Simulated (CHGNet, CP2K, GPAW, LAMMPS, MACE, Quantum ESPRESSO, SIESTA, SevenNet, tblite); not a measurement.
# CP2K runs on amorphous Si (114 atoms)

Aim: run amorphous Si (114 atoms) in CP2K and see how near its forces come to a plane-wave reference, and at what cost.

Main program and level: CP2K 2026.2; the method is named at each step.

## Step 1: Set-up

The cell holds 114 atoms: 114 Si. Cell: a = 13.280 Å, b = 13.280 Å, c = 13.280 Å, α = 90.0°, β = 90.0°, γ = 90.0°. 114 atoms (114 Si) placed at random at 2.27 g/cm³, melted at 3500 K for 10 ps at fixed volume with the Tersoff potential (Tersoff, Phys. Rev. B 39, 5566 (1989)). Quenched from 3500 K to 700 K at 10 K/ps and fixed volume, annealed at 1200 K for 20 ps, held 5 ps.

The yardstick, on the same geometry:

| Property | Result |
| --- | --- |
| method | Kohn-Sham DFT, PBE, SSSP efficiency 1.3.0 pseudopotentials, plane waves (Quantum ESPRESSO 7.5); sssp-pbe-1.3.0-efficiency, cutoffs 45/360 Ry, Γ point |
| r.m.s. force component | 0.8128 eV/Å |
| longest force | 3.968 eV/Å |
| pressure | 0.7543 GPa |
| time | 5.9 min on 4 MPI ranks of Arm Neoverse V1, shared host |
| CPU time | 24 min |

## Step 2: PBE, DZVP-UZH, 350/50 Ry, diagonalisation

Method: Kohn-Sham DFT, PBE, GTH-PBE pseudopotentials, Gaussian and plane waves, DZVP-MOLOPT (UZH set), diagonalisation.

input.inp

```
&GLOBAL
  PROJECT cell
  RUN_TYPE ENERGY_FORCE
  PRINT_LEVEL LOW
&END GLOBAL
&FORCE_EVAL
  METHOD QS
  STRESS_TENSOR ANALYTICAL
  &DFT
    BASIS_SET_FILE_NAME BASIS_MOLOPT_UZH
    POTENTIAL_FILE_NAME POTENTIAL_UZH
    &MGRID
      CUTOFF 350
      REL_CUTOFF 50
    &END MGRID
    &QS
      EPS_DEFAULT 1.0E-12
    &END QS
    &SCF
      SCF_GUESS ATOMIC
      EPS_SCF 5.0E-06
      MAX_SCF 200
      ADDED_MOS 51
      &DIAGONALIZATION
        ALGORITHM STANDARD
      &END DIAGONALIZATION
      &SMEAR ON
        METHOD FERMI_DIRAC
        ELECTRONIC_TEMPERATURE [K] 580
      &END SMEAR
      &MIXING
        METHOD BROYDEN_MIXING
        ALPHA 0.15
        NBROYDEN 12
      &END MIXING
      &PRINT
        &RESTART OFF
        &END RESTART
      &END PRINT
    &END SCF
    &XC
      &XC_FUNCTIONAL PBE
      &END XC_FUNCTIONAL
    &END XC
    &PRINT
      &MULLIKEN ON
      &END MULLIKEN
      &HIRSHFELD ON
        SHAPE_FUNCTION DENSITY
      &END HIRSHFELD
      &MO ON
        EIGENVALUES T
        OCCUPATION_NUMBERS T
        MO_INDEX_RANGE 217 240
        &EACH
          QS_SCF 0
        &END EACH
        ADD_LAST NUMERIC
      &END MO
    &END PRINT
  &END DFT
  &SUBSYS
    &CELL
      A 13.28010 0.00000 0.00000
      B 0.00000 13.28010 0.00000
      C 0.00000 0.00000 13.28010
    &END CELL
    &COORD
      Si 3.62162 6.04603 7.11481
      Si 8.72011 10.94333 11.13417
      Si 3.72427 3.78084 7.24151
      Si 9.09687 4.90022 10.47309
      Si 4.16836 6.47086 3.45787
      Si 4.06437 1.77927 0.64422
      Si 7.26860 7.28188 5.69982
      Si 10.72408 0.12762 5.57924
      Si 4.43024 8.11892 1.76400
      Si 3.62932 0.08061 5.65626
      Si 4.62519 12.02872 2.49892
      Si 11.26179 4.52772 7.51468
      Si 9.02808 7.86262 9.20112
      Si 1.28272 5.67379 7.35372
      Si 0.83744 7.26740 9.10670
      Si 12.23403 1.65311 4.52559
      Si 11.48476 8.33419 12.12473
      Si 2.76107 2.27037 5.58574
      Si 9.23711 9.68624 7.71786
      Si 4.76025 7.32225 5.47299
      Si 6.00287 3.12999 6.96701
      Si 11.31212 8.26500 1.12323
      Si 8.48479 5.61589 4.47978
      Si 0.61606 1.01633 0.82111
      Si 9.51506 9.82674 4.14658
      Si 7.32451 6.65599 7.82981
      Si 11.80667 9.99739 7.43739
      Si 7.50445 9.75742 0.83598
      Si 5.99836 0.51992 3.25057
      Si 2.33398 8.48917 0.76507
      Si 12.21450 1.35138 12.60242
      Si 3.05256 2.99148 9.27296
      Si 8.75105 6.06569 2.06638
      Si 2.06745 2.82587 1.09242
      Si 9.24521 1.41486 9.87880
      Si 10.77428 13.18435 0.01859
      Si 0.81234 12.35647 4.44326
      Si 6.03979 10.44958 4.97366
      Si 3.40913 10.26950 7.89382
      Si 6.77272 0.85789 7.18892
      Si 5.98654 12.83389 5.51748
      Si 11.37321 12.27812 2.07927
      Si 0.70185 10.23391 0.52802
      Si 13.27598 10.14879 4.50740
      Si 0.91912 9.40098 8.16487
      Si 9.78225 12.33482 3.67527
      Si 5.32559 0.41460 10.79473
      Si 8.74800 2.29626 4.20674
      Si 5.06503 9.79925 11.06684
      Si 1.44434 8.94999 5.73740
      Si 5.10487 6.98653 8.77084
      Si 0.98937 6.75399 5.23595
      Si 13.23070 3.74565 7.69024
      Si 3.80063 9.61612 5.54989
      Si 9.32834 3.00688 11.63350
      Si 3.40010 0.63107 9.41360
[... 54 atom lines left out ...]
      Si 11.37454 3.54738 12.75673
      Si 8.48346 0.54913 0.46680
      Si 8.30750 0.50212 2.81419
      Si 2.92614 12.51464 7.61693
    &END COORD
    &KIND Si
      BASIS_SET DZVP-MOLOPT-PBE-GTH-q4
      POTENTIAL GTH-PBE-q4
    &END KIND
  &END SUBSYS
  &PRINT
    &FORCES ON
    &END FORCES
    &STRESS_TENSOR ON
    &END STRESS_TENSOR
  &END PRINT
&END FORCE_EVAL
```

Launch:

```bash
OMP_NUM_THREADS=1 mpirun -np 4 cp2k.psmp -i input.inp > output.txt
```

Numbers of over 12 decimals in the logs are rounded to 6 here.

What it wrote:

```text
CP2K| version string:                                       CP2K version 2026.2
 CP2K| Input file name                                                 input.inp
 GLOBAL| Basis set file name                                    BASIS_MOLOPT_UZH
 GLOBAL| Potential file name                                       POTENTIAL_UZH
 GLOBAL| Run type                                                   ENERGY_FORCE
 GLOBAL| Total number of message passing processes                             4
 GLOBAL| Number of threads for this process                                    1
 TOTAL NUMBERS AND MAXIMUM NUMBERS
  Total number of            - Atomic kinds:                                   1
                             - Atoms:                                        114
                             - Shell sets:                                   114
                             - Shells:                                       570
                             - Primitive Cartesian functions:                456
                             - Cartesian basis functions:                   1596
                             - Spherical basis functions:                   1482
  Maximum angular momentum of- Orbital basis functions:                        2
                             - Local part of the GTH pseudopotential:          0
                             - Non-local part of the GTH pseudopotential:      2
 SCF PARAMETERS         Density guess:                                    ATOMIC
                        max_scf:                                             200
                        eps_scf:                                        5.00E-06
                        added MOs                                        51    0
                        Mixing method:                            BROYDEN_MIXING
                                                charge density mixing in g-space
                        Smear method:                                FERMI_DIRAC
                        Electronic temperature [K]:                        580.0
                        Electronic temperature [a.u.]:                  1.84E-03
                        Accuracy threshold:                             1.00E-10
 Extrapolation method: initial_guess
 Number of electrons:                                                        456
 Number of occupied orbitals:                                                228
 Number of molecular orbitals:                                               279
 Number of orbital functions:                                               1482
 Number of independent orbital functions:                                   1482
 SCF WAVEFUNCTION OPTIMIZATION
  Step     Update method      Time    Convergence         Total energy    Change
     1 NoMix/Diag. 0.15E+00    6.2     0.54835276      -454.5488356834 -4.55E+02
     2 Broy./Diag. 0.15E+00    8.3     0.01468353      -451.1411308025  3.41E+00
     3 Broy./Diag. 0.15E+00    8.2     0.06376166      -447.2061944906  3.93E+00
     4 Broy./Diag. 0.15E+00    8.3     0.03656607      -448.7463766745 -1.54E+00
[...]
15 Broy./Diag. 0.15E+00    8.3     0.00000677      -447.4669731227 -9.75E-04
    16 Broy./Diag. 0.15E+00    8.3     0.00000459      -447.4674508724 -4.78E-04
  *** SCF run converged in    16 steps ***
  Electronic density on regular grids:       -455.9999999999        0.0000000001
  Core density on regular grids:              455.9999999991       -0.0000000009
  Total charge density on r-space grids:       -0.0000000008
  Total charge density g-space grids:          -0.0000000008
  Overlap energy of the core charge distribution:               2.3995e-09
  Self energy of the core charge distribution:              -1169.457322
  Core Hamiltonian energy:                                    247.324448
  Hartree energy:                                             611.451420
  Exchange-correlation energy:                               -136.780557
  Electronic entropic energy:                                  -0.00543949
  Fermi energy:                                                 0.194007
  Total energy:                                              -447.467451
  Total energy (extrapolated to T->0):                       -447.464731
 MO| EIGENVALUES AND OCCUPATION NUMBERS
 MO|
 MO|  Index      Eigenvalue [a.u.]        Eigenvalue [eV]             Occupation
 MO|    217               0.157589               4.288207               2.000000
 MO|    218               0.161037               4.382049               2.000000
 MO|    219               0.162673               4.426566               2.000000
[...]
MO|    239               0.231110               6.288810               0.000000
 MO|    240               0.233442               6.352285               0.000000
 MO| Sum:                                                             456.000000
 MO| E(Fermi):            0.194007 a.u.          5.279191 eV
 !-----------------------------------------------------------------------------!
                     Mulliken Population Analysis
 #  Atom  Element  Kind  Atomic population                           Net charge
       1     Si       1          4.003610                             -0.003610
       2     Si       1          4.001362                             -0.001362
       3     Si       1          4.015098                             -0.015098
[...]
113     Si       1          4.006544                             -0.006544
     114     Si       1          4.011147                             -0.011147
 # Total charge                            456.000000                  0.000000
 !-----------------------------------------------------------------------------!
 !-----------------------------------------------------------------------------!
                           Hirshfeld Charges
  #Atom  Element  Kind  Ref Charge     Population                    Net charge
      1       Si     1       4.000          3.998                         0.002
      2       Si     1       4.000          4.005                        -0.005
      3       Si     1       4.000          3.999                         0.001
[...]
113       Si     1       4.000          4.022                        -0.022
    114       Si     1       4.000          4.014                        -0.014
  Total Charge                                                           -0.000
 !-----------------------------------------------------------------------------!
 ENERGY| Total FORCE_EVAL ( QS ) energy [hartree]           -447.467552
 FORCES| Atomic forces [hartree/bohr]
 FORCES|   Atom     x               y               z               |f|
 FORCES|      1  4.50829258E-03  7.59438386E-03 -2.25122425E-04   8.83459384E-03
 FORCES|      2 -1.12555476E-02 -1.22677832E-02  8.75514729E-03   1.88105944E-02
 FORCES|      3  1.68363898E-02 -1.64902895E-02 -2.24523346E-02   3.25499769E-02
[...]
FORCES|    113 -2.22787215E-02  8.91897183E-03 -1.53662582E-02   2.84958134E-02
 FORCES|    114 -7.51032394E-04  2.97005712E-03  1.13218940E-02   1.17290483E-02
 FORCES| Sum    -2.38855433E-07 -1.50047134E-07 -3.26331979E-07
 FORCES| Total atomic force                                       4.31345130E-07
 STRESS| Analytical stress tensor [bar]
 STRESS|                        x                   y                   z
 STRESS|      x        1.15506793952E+04   6.31807626812E+03  -3.57716469963E+03
 STRESS|      y        6.31807626812E+03  -3.19951387425E+03  -1.00043592307E+04
 STRESS|      z       -3.57716469963E+03  -1.00043592307E+04   7.65605959329E+03
 STRESS| 1/3 Trace                                             5.33574170473E+03
```

It took 2.6 min on 4 MPI ranks of Arm Neoverse V1, shared host; peak memory 4.4 GiB.

Banners, paths, timers and routine set-up lines are dropped from the logs unmarked, and long logs keep their key lines alone; longer cuts are marked.

Numbers from this run, and their distance from the reference:

* r.m.s. force component: 0.8192 eV/Å
* r.m.s. difference of force components: 37.06 meV/Å
* longest difference of force vectors: 131.4 meV/Å
* force difference over r.m.s. force: 4.559 %
* slope of forces against the reference's: 1.007
* correlation of force components: 0.999
* pressure: 0.5336 GPa
* pressure difference: -0.2207 GPa

A closer look about Si12, which bears the longest force: 14 atoms, nearest first, numbered in the order of the input, with positions taken from that point.

```
 atom      x      y      z  distance (Å)  bonds  Hirshfeld charge (e)     Fx     Fy  Fz (eV/Å)
 Si12   0.00   0.00   0.00          0.00      4                  0.01  -3.82   0.85       0.70
 Si53   1.97  -0.78   0.18          2.13      4                 -0.01   2.79  -1.58      -0.74
Si107  -0.63   0.54  -2.18          2.34      4                 -0.01   0.08   1.24      -0.07
Si101  -0.53   1.59   1.81          2.47      4                  0.00  -0.54  -0.10      -0.91
 Si88  -1.90  -1.55   0.56          2.52      4                  0.00   0.97   0.02      -0.35
 Si14   3.30   1.15  -0.16          3.50      4                  0.00  -0.34   1.25      -0.36
  Si4  -2.16   0.37   2.96          3.68      4                  0.01   0.45   0.49      -1.11
 Si76   2.75  -1.26   2.27          3.78      4                  0.01  -0.08  -0.76       0.17
Si109   0.78   2.22  -3.09          3.88      4                  0.00   0.01   0.01       0.88
 Si68   2.58  -2.62  -1.41          3.94      4                 -0.02  -0.15   1.62       1.47
 Si81  -0.51  -1.03  -3.79          3.96      4                  0.00   0.35  -1.52      -0.36
 Si72  -3.85  -0.29   1.00          3.99      5                 -0.03   0.15   1.40      -0.56
 Si87   1.26   2.12   3.18          4.03      4                  0.00  -0.09  -0.05       0.64
 Si58  -2.25  -3.23  -1.07          4.08      4                 -0.01  -1.15   1.40      -0.43
```

Forces lie 4.6 % from the reference's, at 0.44 times its CPU time.

## Step 3: PBE, SZV-MOLOPT-SR, 350/50 Ry, diagonalisation

Method: Kohn-Sham DFT, PBE, GTH-PBE pseudopotentials, Gaussian and plane waves, SZV-MOLOPT-SR-GTH, diagonalisation.

Changes to input.inp since step 2:

```diff
@@ -9,4 +9,4 @@
   &DFT
-    BASIS_SET_FILE_NAME BASIS_MOLOPT_UZH
-    POTENTIAL_FILE_NAME POTENTIAL_UZH
+    BASIS_SET_FILE_NAME BASIS_MOLOPT
+    POTENTIAL_FILE_NAME GTH_POTENTIALS
     &MGRID
@@ -71,3 +71,3 @@
     &KIND Si
-      BASIS_SET DZVP-MOLOPT-PBE-GTH-q4
+      BASIS_SET SZV-MOLOPT-SR-GTH-q4
       POTENTIAL GTH-PBE-q4
```

Launch:

```bash
OMP_NUM_THREADS=1 cp2k.psmp -i input.inp > output.txt
```

What it wrote:

```text
CP2K| version string:                                       CP2K version 2026.2
 CP2K| Input file name                                                 input.inp
 GLOBAL| Basis set file name                                        BASIS_MOLOPT
 GLOBAL| Potential file name                                      GTH_POTENTIALS
 GLOBAL| Run type                                                   ENERGY_FORCE
 GLOBAL| Total number of message passing processes                             1
 GLOBAL| Number of threads for this process                                    1
 TOTAL NUMBERS AND MAXIMUM NUMBERS
  Total number of            - Atomic kinds:                                   1
                             - Atoms:                                        114
[... lines left out ...]
                        Smear method:                                FERMI_DIRAC
[... lines left out ...]
 Number of electrons:                                                        456
[... lines left out ...]
  Step     Update method      Time    Convergence         Total energy    Change
[... lines left out ...]
  *** SCF run converged in    16 steps ***
[... lines left out ...]
  Fermi energy:                                                 0.232517
  Total energy:                                              -444.218543
  Total energy (extrapolated to T->0):                       -444.217458
[... lines left out ...]
 MO| E(Fermi):            0.232517 a.u.          6.327118 eV
[... lines left out ...]
 !-----------------------------------------------------------------------------!
 !-----------------------------------------------------------------------------!
                           Hirshfeld Charges
  #Atom  Element  Kind  Ref Charge     Population                    Net charge
      1       Si     1       4.000          4.002                        -0.002
      2       Si     1       4.000          4.001                        -0.001
      3       Si     1       4.000          3.983                         0.017
[...]
113       Si     1       4.000          4.010                        -0.010
    114       Si     1       4.000          3.998                         0.002
  Total Charge                                                           -0.000
 !-----------------------------------------------------------------------------!
 ENERGY| Total FORCE_EVAL ( QS ) energy [hartree]           -444.218735
 FORCES| Atomic forces [hartree/bohr]
 FORCES|   Atom     x               y               z               |f|
 FORCES|      1  1.37839697E-02  6.32655229E-03 -3.32482820E-03   1.55266728E-02
 FORCES|      2 -4.49144885E-03 -1.47785663E-02  1.33611339E-02   2.04230026E-02
 FORCES|      3  2.90164798E-02 -3.02511620E-02 -3.44330104E-02   5.42468534E-02
[...]
FORCES|    113 -2.98205651E-02  1.31861273E-02 -1.67581916E-02   3.66602924E-02
 FORCES|    114  3.03377404E-05  9.01943664E-03  1.69633822E-02   1.92121704E-02
 FORCES| Sum    -1.69185342E-06 -1.63271593E-06 -9.18396690E-07
 FORCES| Total atomic force                                       2.52419924E-06
 STRESS| Analytical stress tensor [bar]
 STRESS|                        x                   y                   z
 STRESS|      x        8.42628823580E+04   8.68772112440E+03  -6.06570594880E+03
 STRESS|      y        8.68772112440E+03   5.64296991185E+04  -1.31777813713E+04
 STRESS|      z       -6.06570594880E+03  -1.31777813713E+04   7.30208870944E+04
 STRESS| 1/3 Trace                                             7.12378228570E+04
```

It took 2.6 min on 1 thread; peak memory 2.7 GiB.

Compared with the plane-wave run:

```
r.m.s. force component                  : 1.112 eV/Å
r.m.s. difference of force components   : 368.5 meV/Å
longest difference of force vectors     : 1269 meV/Å
force difference over r.m.s. force      : 45.33 %
slope of forces against the reference's : 1.334
correlation of force components         : 0.9746
pressure                                : 7.124 GPa
pressure difference                     : 6.37 GPa
```

This is a coarse setting, run to see what it loses.

Against the first run (4.6 %), the force difference from the reference is 45 %, at 0.25 times the CPU time (on 1 against 4 cores), with 456 basis functions against 1482; this set comes with other potentials too, so the change isn't the basis's alone.

(Part 1 of 2 ends here.)

[Also dropped from logs without a mark: logging warnings of Python, and SIESTA's first energy breakdown and zero terms.]

[Logs are printed without paths, hosts, clocks, repeated set-up lines and the standing remarks that a program may print on its own settings, such as how far it seeks lower states.]

[Hosts, paths, dates, database ids (printed as entryN), source tags and the programs' standing remarks are cut or masked in the printed files.]
